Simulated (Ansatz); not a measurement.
## What CdInI3 (model cell, started as cubic perovskite with Cd in the octahedra) distorts into

Wanted: the energy along a soft mode of CdInI3 (model cell, started as cubic perovskite with Cd in the octahedra) and the structure at the end.

Calculated with Ansatz 0.2.0; DFT PBEsol, scalar-relativistic, plane waves, PAW; PAW set soft_1.

The structure was built from a prototype and need not be the compound's stable phase.

### Step 1. The starting structure

The structure is cubic, space group Pm-3m (No. 221). Conventional cell: a = 5.778 Å, b = 5.778 Å, c = 5.778 Å, α = 90.00°, β = 90.00°, γ = 90.00°. Nearest to In lie 12 I at 4.09 Å. Nearest to Cd lie 6 I at 2.89 Å. Nearest to I lie 2 Cd at 2.89 Å. Farther neighbours and most contacts between anions are not listed.

### Step 2. Phonons on a q mesh

The cell comes from relaxations at this level that are not shown. Stability and thermal properties need the whole zone. Linear response on a 2×2×2 q mesh gives force constants as far as a supercell of that size would.

Contents of input.yaml:

```yaml
crystal:
  lattice:
    - [5.777575321, 0.0, 0.0]
    - [0.0, 5.777575321, 0.0]
    - [0.0, 0.0, 5.777575321]
  atoms:
    - { symbol: In, position: [0.0, 0.0, 0.0] }
    - { symbol: Cd, position: [0.5, 0.5, 0.5] }
    - { symbol: I, position: [0.5, 0.5, 0.0] }
    - { symbol: I, position: [0.5, 0.0, 0.5] }
    - { symbol: I, position: [0.0, 0.5, 0.5] }
kpoints:
  mp_grid: { grid: [6, 6, 6] }
hamiltonian:
  xc: pbesol
  pseudopotentials: { kind: paw, azcp: { folder: soft_1 }, xc_functional: pbe }
scf:
  occupations: { method: methfessel_paxton, width: 0.2 }
output:
  eigenvalues: true
phonons:
  method: dfpt
  qmesh: [2, 2, 2]
  temperatures: { t_max: 1000, t_step: 50 }
  qpath:
    path:
      - [[0.0, 0.0, 0.0], [0.0, 0.5, 0.0], [0.5, 0.5, 0.0], [0.0, 0.0, 0.0], [0.5, 0.5, 0.5], [0.0, 0.5, 0.0]]
      - [[0.5, 0.5, 0.5], [0.5, 0.5, 0.0]]
    npoints: 10
```

Started as:

```console
$ ansatz run input.yaml --threads 4 --pin off --max-ram 16384MiB --backend cpu --events-out ev --progress --plain --runs-dir out
```

Numbers of over 12 decimals in the logs are rounded to 6 here.

Log:

```text
Engine: ansatz 0.2.0, aarch64-unknown-linux-gnu
Pseudopotentials: kind: paw
Pseudopotential: In, paw, valence charge 13, recommended cutoff 420 eV (normal), soft_1/In.paw.azcp
Pseudopotential: Cd, paw, valence charge 20, recommended cutoff 420 eV (normal), soft_1/Cd.paw.azcp
Pseudopotential: I, paw, valence charge 17, recommended cutoff 420 eV (normal), soft_1/I.paw.azcp
Functional definition: PBEsol
  exchange = pbesol_x
  correlation = pbesol_c
Crystal: 5 atoms, lattice volume = 192.858 Å³
Basis set: ecut = 420 eV, 3791 PW (Γ), exchange–correlation on 80×80×80 points (8 copies of the dense FFT grid, shifted against one another)
Bands: 51, of which v1, the nominal top of the filled ones, is band 42 counted from 1 (41 counted from 0)
Symmetry: 48 space group operations
k-points: 20 of 216
Non-local potential: In, projectors of the file, l = 0: 2, l = 1: 2, l = 2: 2, l = 3: 1
Non-local potential: Cd, projectors of the file, l = 0: 3, l = 1: 2, l = 2: 2, l = 3: 1
Non-local potential: I, projectors of the file, l = 0: 2, l = 1: 2, l = 2: 2, l = 3: 1
PAW form: soft (Blöchl's): semilocal exchange-correlation on the pseudo side does not see the compensation charge
PAW frozen core: In, regenerated for the run's functional, and the local potential with it (the file was generated under x = pbe(κ = 0.804, μ = 0.219515), c = pbe(β = 0.066725))
PAW frozen core: Cd, regenerated for the run's functional, and the local potential with it (the file was generated under x = pbe(κ = 0.804, μ = 0.219515), c = pbe(β = 0.066725))
PAW frozen core: I, regenerated for the run's functional, and the local potential with it (the file was generated under x = pbe(κ = 0.804, μ = 0.219515), c = pbe(β = 0.066725))
PAW one-centre angular grid: In, 590 points (default); XC on 64 Gauss nodes
PAW one-centre angular grid: Cd, 590 points (default); XC on 64 Gauss nodes
PAW one-centre angular grid: I, 590 points (default); XC on 64 Gauss nodes
Initial density: superposition of atomic densities (chi_scale 0.1, normalization cell, long waves kept (reshape's long-wave potential 0.00 eV rms))
Initial wavefunctions: pseudopotential atomic-orbital guess
Functional: x = pbesol(κ = 0.804, μ = 0.123457), c = pbesol(β = 0.046)
SCF iter   1: F=—  HF=-36010.487465 eV  |F-HF|=—  |Δ(HF+E_count)|=         —  Δρ=4.48e-2  dr2=5.39e0  ethr=3.10e-3  ⟨swp⟩=9.7  Hψ=4465  notcnv=0
preconditioner: auto → Kerker (q_TF=auto, 2.375 Å⁻¹)  [metal: Δε(μ)=0.130 eV  Ē_g=12.925 eV  σ=0.200 eV  W_gap=0.45  n_scr=32 (ndim 8)  ℏωp=18.1 eV  f_vac=0.057  D(μ)=0.91/eV (n_scr^D=0)]
SCF iter   2: F=—  HF=-36008.804647 eV  |F-HF|=—  |Δ(HF+E_count)|=    1.68e0  S|Δr|=    0.00e0  Δρ=1.65e-2  dr2=1.01e0  ethr=3.10e-3  ⟨swp⟩=3.0  Hψ=2363  notcnv=0  defer=77
preconditioner: auto → Resta (q_TF=auto, 2.375 Å⁻¹)  ε∞=3.1  [insulator: Δε(μ)=0.191 eV  Ē_g=12.471 eV  σ=0.200 eV  W_gap=0.65  n_scr=32 (ndim 8)  ℏωp=18.1 eV  f_vac=0.051  D(μ)=0.49/eV (n_scr^D=0)  ε∞_Penn≈3.1]
SCF iter   3: F=—  HF=-36008.474829 eV  |F-HF|=—  |Δ(HF+E_count)|=   3.30e-1  S|Δr|=    0.00e0  Δρ=3.67e-3  dr2=3.51e-2  ethr=1.20e-3  ⟨swp⟩=2.9  Hψ=1452  notcnv=0  defer=77
SCF iter   4: F=—  HF=-36008.479362 eV  |F-HF|=—  |Δ(HF+E_count)|=   4.53e-3  S|Δr|=    0.00e0  Δρ=1.18e-3  dr2=2.76e-3  ethr=4.18e-5  ⟨swp⟩=2.0  Hψ=1991  notcnv=0  defer=77
SCF iter   5: F=—  HF=-36008.480145 eV  |F-HF|=—  |Δ(HF+E_count)|=   7.83e-4  S|Δr|=    0.00e0  Δρ=4.00e-4  dr2=4.08e-4  ethr=3.29e-6  ⟨swp⟩=2.0  Hψ=1751  notcnv=0  defer=77
SCF iter   6: F=—  HF=-36008.480043 eV  |F-HF|=—  |Δ(HF+E_count)|=   1.02e-4  S|Δr|=    0.00e0  Δρ=8.79e-5  dr2=2.08e-5  ethr=4.86e-7  ⟨swp⟩=2.0  Hψ=1701  notcnv=0  defer=77
SCF iter   7: F=—  HF=-36008.480071 eV  |F-HF|=—  |Δ(HF+E_count)|=   2.84e-5  S|Δr|=    0.00e0  Δρ=2.14e-5  dr2=8.78e-7  ethr=2.47e-8  ⟨swp⟩=2.0  Hψ=1401  notcnv=0  defer=77
SCF iter   8: F=—  HF=-36008.480079 eV  |F-HF|=—  |Δ(HF+E_count)|=   7.54e-6  S|Δr|=    0.00e0  Δρ=6.65e-6  dr2=9.94e-8  ethr=1.05e-9  ⟨swp⟩=2.0  Hψ=1707  notcnv=0  defer=77
SCF iter   9: F=—  HF=-36008.480079 eV  |F-HF|=—  |Δ(HF+E_count)|=   1.05e-7  S|Δr|=    0.00e0  Δρ=2.67e-6  dr2=1.71e-8  ethr=1.18e-10  ⟨swp⟩=2.0  Hψ=1401  notcnv=0  defer=77
SCF iter  10: F=—  HF=-36008.480079 eV  |F-HF|=—  |Δ(HF+E_count)|=   1.41e-8  S|Δr|=    0.00e0  Δρ=5.28e-7  dr2=8.53e-10  ethr=2.03e-11  ⟨swp⟩=2.0  Hψ=1683  notcnv=0  defer=77
[...]
SCF 1 converged in 12 iterations: F = -36008.480079 eV  dr2 = 2.19e-12
  greatest PAW one-centre occupation: 1.000 electrons in one spin orbital (limit 2), on the Cd atom at site 1 (counted from 0), in its partial waves of l = 0
Initial density: read from a saved state, or passed on in memory by an earlier SCF of this step, an earlier step, the calling program or the single point that the run made first
iter 1 solved again at ethr=9.24e-7 eV; its pass at ethr=3.10e-3 eV (dr2=7.76e-4 eV) is discarded
SCF iter   1: F=—  HF=-36008.480053 eV  |F-HF|=—  |Δ(HF+E_count)|=         —  Δρ=1.79e-6  dr2=4.13e-9  ethr=9.24e-7  ⟨swp⟩=3.1  Hψ=6905  notcnv=0
eigensolver tolerance schedule: the retry pair's looser diagonalisation over-reported the residual by 187995.92 of it (diagonalisation noise at an unbounded share of the residual, at the tolerance the schedule requests for it); recorded, not acted on — ethr = c·dr2/N_el stays at c = 1.0e-1
preconditioner: auto → Resta (q_TF=auto, 2.375 Å⁻¹)  ε∞=3.2  [insulator: Δε(μ)=0.689 eV  Ē_g=12.138 eV  σ=0.200 eV  W_gap=0.72  n_scr=32 (ndim 8)  ℏωp=18.1 eV  f_vac=0.064  D(μ)=0.73/eV (n_scr^D=0)  ε∞_Penn≈3.2]
SCF iter   2: F=—  HF=-36008.480079 eV  |F-HF|=—  |Δ(HF+E_count)|=   2.65e-5  S|Δr|=    0.00e0  Δρ=1.15e-6  dr2=2.07e-9  ethr=4.91e-12  ⟨swp⟩=4.6  Hψ=3124  notcnv=0
SCF iter   3: F=—  HF=-36008.480079 eV  |F-HF|=—  |Δ(HF+E_count)|=   1.52e-9  S|Δr|=    0.00e0  Δρ=6.89e-7  dr2=6.72e-10  ethr=2.47e-12  ⟨swp⟩=2.0  Hψ=1789  notcnv=0
SCF iter   4: F=—  HF=-36008.480079 eV  |F-HF|=—  |Δ(HF+E_count)|=  5.38e-10  S|Δr|=    0.00e0  Δρ=3.69e-7  dr2=1.75e-10  ethr=1.00e-12  ⟨swp⟩=2.0  Hψ=1703  notcnv=0
SCF iter   5: F=—  HF=-36008.480079 eV  |F-HF|=—  |Δ(HF+E_count)|=  5.82e-11  S|Δr|=    0.00e0  Δρ=2.81e-7  dr2=1.02e-10  ethr=1.00e-12  ⟨swp⟩=1.1  Hψ=1021  notcnv=0
SCF iter   6: F=—  HF=-36008.480079 eV  |F-HF|=—  |Δ(HF+E_count)|=  4.37e-11  S|Δr|=    0.00e0  Δρ=2.19e-7  dr2=6.17e-11  ethr=1.00e-12  ⟨swp⟩=1.1  Hψ=1023  notcnv=0
SCF iter   7: F=—  HF=-36008.480079 eV  |F-HF|=—  |Δ(HF+E_count)|=  2.91e-11  S|Δr|=    0.00e0  Δρ=1.25e-7  dr2=2.08e-11  ethr=1.00e-12  ⟨swp⟩=1.1  Hψ=1022  notcnv=0
SCF iter   8: F=—  HF=-36008.480079 eV  |F-HF|=—  |Δ(HF+E_count)|=    0.00e0  S|Δr|=    0.00e0  Δρ=1.25e-7  dr2=1.94e-11  ethr=1.00e-12  ⟨swp⟩=6.2  Hψ=2651  notcnv=0
SCF iter   9: F=-36008.480079 eV  HF=-36008.480079 eV  |F-HF|=0.00e0  |Δ(HF+E_count)|=  2.91e-11  S|Δr|=    0.00e0  Δρ=6.53e-8  dr2=5.53e-12  ethr=1.00e-12  ⟨swp⟩=1.8  Hψ=2523  notcnv=0
SCF 2 converged in 9 iterations: F = -36008.480079 eV  dr2 = 5.53e-12
phonons: the bands overlap, so this run is a metal and interpolates without the dipole-dipole term. If the crystal is really an insulator or semiconductor, its LO-TO splitting is missing
NSCF: frozen V_eff on 20 k-points
NSCF: frozen V_eff on 64 k-points
DFPT response loops at q = (0, 0, 0) (fractional): preconditioner auto → Kerker (q_TF=auto, 2.375 Å⁻¹) (partly filled bands, converged f_vac=0.064); β = 1.00, the filter's whole step (`scf.mixing.beta` (0.50) is not read by the response loops under this deck's `scf.mixing.preconditioner`; to damp them name `kerker` or `kerker_dos`, under which they read `scf.mixing.beta`, and type it under 1.00, their step now; both keys bind the ground state too); Broyden in place of MSR1
NSCF: frozen V_eff on 128 k-points
DFPT response loops at q = (0, 0, -0.5) (fractional): mixed as the last ones told, above
NSCF: frozen V_eff on 128 k-points
DFPT response loops at q = (0, -0.5, -0.5) (fractional): mixed as the last ones told, above
NSCF: frozen V_eff on 128 k-points
DFPT response loops at q = (-0.5, -0.5, -0.5) (fractional): mixed as the last ones told, above
SCF converged after 12 iterations
Stability not checked: this state was not tested for a lower state beside it, because cold or Methfessel-Paxton smearing, or corrected tetrahedra, fill the levels in a way that the test cannot read (fill_not_monotonic; see scf.lower_state_search)
Free energy (F): -36008.480079 eV
Harris-Foulkes:  -36008.480079 eV  (|F-HF|=7.28e-12)
Internal energy: -36008.492130 eV  (E = F + TS)
E sigma→0 (E₀):  -36008.483092 eV
Entropy (-TS):   0.012051 eV (2.410 meV/atom)
Fermi energy:    5.508385 eV
Step filling:    the computed levels leave a gap of 0.0000 eV = 0.0 smearing widths at the electron count; against every level under it full and every level over it empty, smearing changes F+E_penalty+E_count by +3.304 meV and its σ→0 estimate by +0.291 meV
--- Per-component energies (eV) ---
  E_band       = -1760.180990
  E_kinetic    = 1130.594182
  E_local      = -12716.899471  (includes V_loc(G=0)·N_el)
  E_nonlocal   = 805.397886
  E_hartree    = 5724.339030
  E_xc         = -618.589568
  E_vxc        = -617.094040  (∫ρ·V_xc dr)
  E_paw        = -22272.960916  (= ΣΔE_a)
  E_vpaw       = -1810.850568  (= ΣTr[D̂ρ^β])
  E_aug_tail   = -0.006949  (compensation charges beyond the density's cutoff)
  E_ewald      = -8062.180596
  E_core_change = 1.814272  (= ΣΔE_core)
  E_smearing   = 0.012051  (= −TS)
  E_closure    = -0.000000  (closes the sum)
  Σ components = -36008.480079   (vs F -36008.480079, Δ=0.00e0)
--- Band table (eV; the first three rows and the last of 20) ---
  k-point 0: bands = [... 38 lower, 4.5688, 4.7310, 4.7310, 4.7310, 5.2304, 9.4535, 9.4535, 9.4535, ... 5 higher]
  k-point 1: bands = [... 38 lower, 4.4919, 4.5052, 4.7050, 4.7050, 6.1415, 8.8748, 9.2496, 9.2496, ... 5 higher]
  k-point 2: bands = [... 38 lower, 4.3858, 4.4106, 4.7320, 4.7320, 7.4442, 8.1236, 8.9451, 8.9451, ... 5 higher]
  k-point 19: bands = [... 38 lower, 5.3892, 5.4530, 5.4530, 5.4530, 9.5479, 9.5479, 9.5479, 9.6474, ... 5 higher]
--- Phonons (Γ-DFPT): 4 representative perturbations + reference (Σ response iterations 12) ---
  ASR residual: 1.197e-4 → 0.000e0 eV/Å²; symmetrization residual: 5.461e-5 eV/Å²
  ASR residual per site (eV/Å²): 1.20e-4 5.57e-5 4.95e-5 4.95e-5 4.95e-5
  Γ frequencies (cm⁻¹): -51.03 -51.03 -51.03 -11.81 -11.81 -11.81 0.00 0.00 0.00 18.94 18.94 18.94 140.36 140.36 140.36
--- Phonons (arbitrary-q DFPT): 4 irreducible q on the 2×2×2 mesh ---
  q = [0.0000, 0.0000, 0.0000] (star 1, of the zone-centre solve; hermiticity 1.85e-5, symmetrization 1.90e-11): -51.03 -51.03 -51.03 -11.81 -11.81 -11.81 -0.00 0.00 0.00 18.94 18.94 18.94 140.36 140.36 140.36
  q = [0.0000, 0.0000, -0.5000] (star 3, 9 solved perturbations in 504 linear systems a pass and spin channel, the states on 64 of 216 k-point pairs; hermiticity 1.73e-5, symmetrization 3.18e-8): -44.60 -44.60 -15.86 -15.86 -15.48 -9.00 20.68 20.68 27.81 27.81 33.91 111.95 122.41 140.75 140.75
  q = [0.0000, -0.5000, -0.5000] (star 3, 9 solved perturbations in 504 linear systems a pass and spin channel, the states on 64 of 216 k-point pairs; hermiticity 8.61e-6, symmetrization 6.36e-8): -45.57 -45.57 -44.95 -36.04 12.16 12.16 31.84 31.84 36.33 48.21 69.91 114.05 114.05 137.39 141.19
  q = [-0.5000, -0.5000, -0.5000] (star 1, 4 solved perturbations in 184 linear systems a pass and spin channel, the states on 64 of 216 k-point pairs; hermiticity 1.40e-5, symmetrization 3.27e-7): -48.56 -48.56 -48.56 -44.27 -44.27 -44.27 46.63 46.63 46.63 68.60 68.60 117.43 117.43 117.43 148.06
  sum rule: each row above includes the acoustic sum rule's correction from the zone centre's row sums; it moved no ω² by more than (0.53 cm⁻¹)²
  mesh force constants: q→R imaginary residual 3.13e-18; ASR residual 1.197e-4 → 0.000e0 eV/Å²; symmetrization residual 9.770e-15 eV/Å²
  interpolated dispersion: 62 rows × 15 modes
  density of states and harmonic sums: on the 12×12×12 q-mesh, interpolated from the force constants of a 2×2×2 supercell (no non-analytic term)
  largest difference from the sums on the solved wave vectors: F 1.07e-1 eV, S 1.16e-4 and C_V 1.55e-5 eV/K
  zero-point energy: 0.043414 eV/cell   skipped modes (ω ≤ 0): 480, of them read as no rigid motion or as one in doubt: 477 (5.733e0 modes/cell left out, lowest -51.03 cm⁻¹)   left out of the sums: 3.82e-1 of the cell's modes: C_V's classical limit lies that fraction below 3 k_B per atom; for a crystal, a wire or a layer, F and S can be off by more, and a phonons.interpolated_qmesh denser along its periods is the remedy for the sampling
```

It took 7 min on 4 threads of Arm Neoverse V1, shared host; peak memory 1.8 GiB; 27 min of CPU time.

This step gave:

| Quantity | Value |
| --- | --- |
| volume per atom | 38.57 Å³ |
| gap on the k-mesh | 0 eV |
| sum-rule residual before enforcement | 1.20e-4 eV/Å² |
| lowest frequency on the path | -51.03 cm⁻¹ |
| point group | m-3m |
| highest frequency on the path or at a solved wavevector | 150.9 cm⁻¹ |
| highest optical mode at the zone centre (no LO-TO term) | 140.4 cm⁻¹ |
| lowest optical zone-centre mode | -51.03 cm⁻¹ |
| lowest mode on the q mesh (acoustic modes at Γ apart) | -51.03 cm⁻¹ |

Frequencies (cm⁻¹) solved at each irreducible wavevector; negative means imaginary. Frequencies by wavevector, by row:

```csv
q in reciprocal lattice units,star,mode 1,mode 2,mode 3,mode 4,mode 13,mode 14,mode 15
0 0 0,1,-51,-51,-51,-11.8,140.4,140.4,140.4
0 0 -0.5,3,-44.6,-44.6,-15.9,-15.9,122.4,140.8,140.8
0 -0.5 -0.5,3,-45.6,-45.6,-45,-36,114,137.4,141.2
-0.5 -0.5 -0.5,1,-48.6,-48.6,-48.6,-44.3,117.4,117.4,148.1
```

Interpolated from a 2×2×2 q mesh. The phonon branches at the labelled points (cm⁻¹):

```csv
point,branch 1,branch 2,branch 3,branch 4,branch 12,branch 13,branch 14,branch 15
Γ,-51,-51,-51,-12,19,140,140,140
halfway,-48,-48,-38,-12,71,137,140,140
X,-45,-45,-16,-16,112,122,141,141
halfway,-45,-41,-38,-36,110,113,141,142
M,-46,-46,-45,-36,114,114,137,141
halfway,-46,-45,-37,-30,78,127,141,144
Γ,-51,-51,-51,-12,19,140,140,140
halfway,-45,-45,-37,-33,83,127,127,150
R,-49,-49,-49,-44,117,117,117,148
halfway,-44,-44,-42,-38,106,114,127,150
X,-45,-45,-16,-16,112,122,141,141
jump to R,-49,-49,-49,-44,117,117,117,148
halfway,-47,-47,-45,-43,116,116,118,149
M,-46,-46,-45,-36,114,114,137,141
```

Symmetry leaves 4 wavevectors to solve. The lowest mode among them, the acoustic zeros apart, lies at Γ and is imaginary, 51.0i cm⁻¹, so the energy falls along it.

### Step 3. The mode frozen in, largest atomic shift 0 Å

The mode followed lies at Γ with frequency 51.0i cm⁻¹ and is 3-fold degenerate, the softest among the wavevectors solved. At small amplitude the distorted cell has space group no. 99 by a symmetry search on the positions. The undistorted cell that holds it gives the zero of energy on the same k mesh.

input.yaml, the sections that differ from step 2:

```yaml
output:
  forces: true
  stress: true
  eigenvalues: true
# crystal, kpoints, hamiltonian, scf: as in step 2
# phonons: removed
```

Log:

```text
[...]
Crystal: 5 atoms, lattice volume = 192.858 Å³
Basis set: ecut = 420 eV, 3791 PW (Γ), exchange–correlation on 80×80×80 points (8 copies of the dense FFT grid, shifted against one another)
Bands: 51, of which v1, the nominal top of the filled ones, is band 42 counted from 1 (41 counted from 0)
Symmetry: 48 space group operations
[...]
k-points: 20 of 216
[...]
k-point 0: bands = [... 38 lower, 4.5688, 4.7310, 4.7310, 4.7310, 5.2304, 9.4535, 9.4535, 9.4535, ... 3 higher]
  k-point 1: bands = [... 38 lower, 4.4919, 4.5052, 4.7050, 4.7050, 6.1415, 8.8748, 9.2496, 9.2496, ... 3 higher]
  k-point 2: bands = [... 38 lower, 4.3858, 4.4106, 4.7320, 4.7320, 7.4441, 8.1236, 8.9451, 8.9451, ... 3 higher]
  k-point 19: bands = [... 38 lower, 5.3892, 5.4530, 5.4530, 5.4530, 9.5480, 9.5480, 9.5480, 9.6474, ... 3 higher]
[key lines of the parts left out:]
SCF converged after 9 iterations
Free energy (F): -36008.480079 eV
Fermi energy:    5.508375 eV
P = ⅓ Tr σ = 0.0002 GPa (0.002 kbar)
```

The job ended after 3.6 s (4 threads; peak memory 0.59 GiB).

Numbers from this step:

```yaml
pressure: 1.77e-4 GPa
energy_from_the_undistorted_cell: 0 meV/atom
```

The run ends at a pressure of 0.00 GPa.

### Step 4. The mode frozen in, largest atomic shift 0.6 Å

The atoms are moved along the unstable eigenvector, the largest shift by 0.6 Å, with the cell fixed.

input.yaml, the sections that differ from step 3:

```yaml
crystal:
  lattice:
    - [5.777575321, 0.0, 0.0]
    - [0.0, 5.777575321, 0.0]
    - [0.0, 0.0, 5.777575321]
  atoms:
    - { symbol: In, position: [0.0, 0.1038497928, 0.0] }
    - { symbol: Cd, position: [0.5, 0.5076545913, 0.5] }
    - { symbol: I, position: [0.5, 0.4536463423, 0.0] }
    - { symbol: I, position: [0.5, -0.0080323097, 0.5] }
    - { symbol: I, position: [0.0, 0.4536463423, 0.5] }
# kpoints, hamiltonian, scf, output: as in step 3
```

Log:

```text
[...]
Crystal: 5 atoms, lattice volume = 192.858 Å³
Basis set: ecut = 420 eV, 3791 PW (Γ), exchange–correlation on 80×80×80 points (8 copies of the dense FFT grid, shifted against one another)
Bands: 51, of which v1, the nominal top of the filled ones, is band 42 counted from 1 (41 counted from 0)
Symmetry: 8 space group operations
[...]
k-points: 40 of 216 (time reversal used)
[...]
k-point 0: bands = [... 38 lower, 4.4043, 4.7543, 4.7543, 4.7872, 5.2831, 8.6843, 9.5948, 9.5948, ... 3 higher]
  k-point 1: bands = [... 38 lower, 4.2910, 4.4936, 4.7660, 4.9180, 6.0980, 8.8096, 9.2621, 9.4762, ... 3 higher]
  k-point 2: bands = [... 38 lower, 4.2742, 4.3750, 4.7959, 4.9126, 7.3540, 8.5676, 9.1932, 9.2916, ... 3 higher]
  k-point 39: bands = [... 38 lower, 5.1695, 5.2833, 5.3932, 5.3932, 9.3256, 9.3256, 9.5394, 9.8940, ... 3 higher]
[key lines of the parts left out:]
SCF converged after 9 iterations
Free energy (F): -36008.653414 eV
Fermi energy:    5.410926 eV
P = ⅓ Tr σ = 0.4789 GPa (4.789 kbar)
```

It took 10 s on 4 threads; peak memory 0.64 GiB.

This step gave:

* pressure: 0.4789 GPa
* energy from the undistorted cell: -34.63 meV/atom

The energy, extrapolated to zero smearing, is -34.63 meV/atom against the undistorted cell.

The run ends at a pressure of 0.48 GPa, with forces up to 0.17 eV/Å.

### Step 5. Energy along the mode, all amplitudes (two of the runs are shown above)

An imaginary frequency means negative curvature, so the energy should fall and then rise again as anharmonic terms take over.

This step gave:

```yaml
depth_at_the_lowest_point_sampled: 34.63 meV/atom
largest_atomic_shift_at_that_point: 0.6 Å
```

Energy from the parent against largest atomic shift:

```csv
largest atomic shift (Å),energy from the parent (meV/atom)
0.000,0
0.040,-0.255
0.080,-1.02
0.140,-3.06
0.220,-7.27
0.320,-14.3
0.450,-24.7
0.600,-34.6
```

Displacement at unit largest shift by atom:

```csv
atom,x (Å),y (Å),z (Å),size
In1,0.00,1.00,0.00,1.00
Cd2,0.00,0.07,0.00,0.07
I3,0.00,-0.45,0.00,0.45
I4,0.00,-0.08,0.00,0.08
I5,0.00,-0.45,0.00,0.45
```

The lowest of the steps tried is the last one, at 0.6 Å, 34.6 meV/atom below the parent; the bottom of the well need not coincide with a step.

(Part 1 of 2 ends here.)

[Logs are printed without paths, hosts, clocks, repeated set-up lines and the standing remarks that a program may print on its own settings, such as how far it seeks lower states.]

[Hosts, paths, dates, database ids (printed as entryN), source tags and the programs' standing remarks are cut or masked in the printed files.]
